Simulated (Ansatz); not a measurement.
# Series on C(111) slab, H on the bottom face, by atomic planes

How do forces, charges and cost change as the structure grows and the share of atoms at its surface or edge shifts?

Computed with Ansatz 0.2.0: Kohn-Sham DFT, PBE+D3(BJ), PAW (set soft_2). Every run is a single point, with the atoms held where the recipe put them (cutoff of the plane-wave runs 420 eV, fermi-dirac smearing of 0.05 eV).

First member: diamond-structure C (a = 3.567 Å), (111) slab of 4 atomic planes, 4 x 4 surface cells, H on the broken bonds of the bottom face, 10 Å of vacuum; displaced by a Gaussian of 0.02 Å.

Last member: diamond-structure C (a = 3.567 Å), (111) slab of 16 atomic planes, 4 x 4 surface cells, H on the broken bonds of the bottom face, 10 Å of vacuum; displaced by a Gaussian of 0.02 Å.

The members:

```csv
atomic planes,reduced formula,atoms,valence electrons,k-mesh,basis
4,HC4,80,272,2×2×1,plane waves
6,HC6,112,400,2×2×1,plane waves
8,HC8,144,528,2×2×1,plane waves
10,HC10,176,656,2×2×1,plane waves
12,HC12,208,784,2×2×1,plane waves
16,HC16,272,1040,2×2×1,plane waves
```

The input of the first member, without its atom lines; other members have their own cell and atoms, and may differ in mesh, basis and outputs:

```yaml
crystal:
  lattice:
    - [10.089, 0.0, 0.0]
    - [-5.0445, 8.73733, 0.0]
    - [0.0, 0.0, 13.66426]
  atoms:
    [... 80 lines ...]
kpoints:
  mp_grid: { grid: [2, 2, 1] }
hamiltonian:
  xc: pbe
  dispersion: d3bj
scf:
  occupations: { method: fermi_dirac, width: 0.05 }
output:
  forces: true
  populations: intrinsic
  dos:
    method: { smearing: { sigma: 0.08 } }
    de: 0.1
    projected:
      site_lists:
        C: [C]
        H: [H]
        slab: [0, 1, 2, 3, 4, 5, 6, 7, 8, 9, 10, 11, 12, 13, 14, 15, 16, 17, 18, 19, 20, 21, 22, 23, 24, 25, 26, 27, 28, 29, 30, 31, 32, 33, 34, 35, 36, 37, 38, 39, 40, 41, 42, 43, 44, 45, 46, 47, 48, 49, 50, 51, 52, 53, 54, 55, 56, 57, 58, 59, 60, 61, 62, 63]
        hydrogen: [64, 65, 66, 67, 68, 69, 70, 71, 72, 73, 74, 75, 76, 77, 78, 79]
  eigenvalues: true
  write_density: true
  write_potential: true
  volumetric_format: npy
```

Q: What do these runs give, and what do they cost?

Results; charges are mean intrinsic-atomic-orbital charges in e:

```csv
atomic planes,r.m.s. force (eV/Å),q(C),q(H)
4,1.87,-0.04,+0.16
6,1.64,-0.03,+0.16
8,1.53,-0.02,+0.16
10,1.42,-0.02,+0.16
12,1.32,-0.01,+0.15
16,1.30,-0.01,+0.16
```

Each mean runs over all atoms of an element, whatever their surroundings.

Bonds in each cell, which the recipe sets and DFT didn't move; cutoffs follow each cell's own g(r) within set bounds (mean length in Å, and neighbours of the second kind about the first):

```csv
atomic planes,C-C length,C-C count,C-H length,C-H count
4,1.546,3.50,1.095,0.25
6,1.545,3.67,1.084,0.17
8,1.545,3.75,1.088,0.12
10,1.545,3.80,1.078,0.10
12,1.545,3.83,1.106,0.08
16,1.545,3.88,1.082,0.06
```

Cost on 8 threads of Arm Neoverse V2, shared host:

```csv
atomic planes,atoms,basis,k-mesh,SCF cycles,time,host memory (GiB),Δ force from the first basis (meV/Å)
4,80,plane waves,2×2×1,17,26 s,4.9,-
4,80,support functions,2×2×1,16,59 s,2.4,3.7
6,112,plane waves,2×2×1,18,52 s,7.8,-
6,112,support functions,2×2×1,20,89 s,3.0,2.8
8,144,plane waves,2×2×1,22,96 s,11,-
8,144,support functions,2×2×1,19,1.8 min,3.7,2.5
10,176,plane waves,2×2×1,26,2.8 min,12,-
10,176,support functions,2×2×1,23,2.4 min,4.3,2.3
12,208,plane waves,2×2×1,24,3.7 min,11,-
12,208,support functions,2×2×1,27,3.4 min,4.9,2.6
16,272,plane waves,2×2×1,26,7.2 min,12,-
16,272,support functions,2×2×1,26,5.5 min,5.8,1.8
```

Times include the outputs that each run asked for, on hosts shared with other jobs.

What the series shows: Support functions take 0.76 to 2.3 times the wall time of plane waves (the times hold unlike extra outputs; shared hosts, so rough; some runs shed caches under their memory cap, which slows them). The r.m.s. force goes from 1.9 eV/Å at 4 to 1.3 eV/Å at 16 planes. The composition changes with the cut, as the formulas show, and that bears on charges and levels too. All of the 6 members have partly filled levels at the Fermi energy, as cut bonds or an unbalanced electron count at the surface can give; spin polarisation, left out here, could split them.

Caveats: The runs have no spin polarisation, so any moments at edges, vacancies or dangling bonds can't form in them. Beside vacuum, support functions can miss their usual error bounds without a warning. Some meshes are too coarse along the periodic directions to show band edges or a metallic band. Slabs that bear a dipole have periodic images along the normal, so a spurious field crosses the vacuum. The random displacements of the recipe add to the forces of every member.

[Logs are printed without paths, hosts, clocks, repeated set-up lines and the standing remarks that a program may print on its own settings, such as how far it seeks lower states.]

[Hosts, paths, dates, database ids (printed as entryN), source tags and the programs' standing remarks are cut or masked in the printed files.]
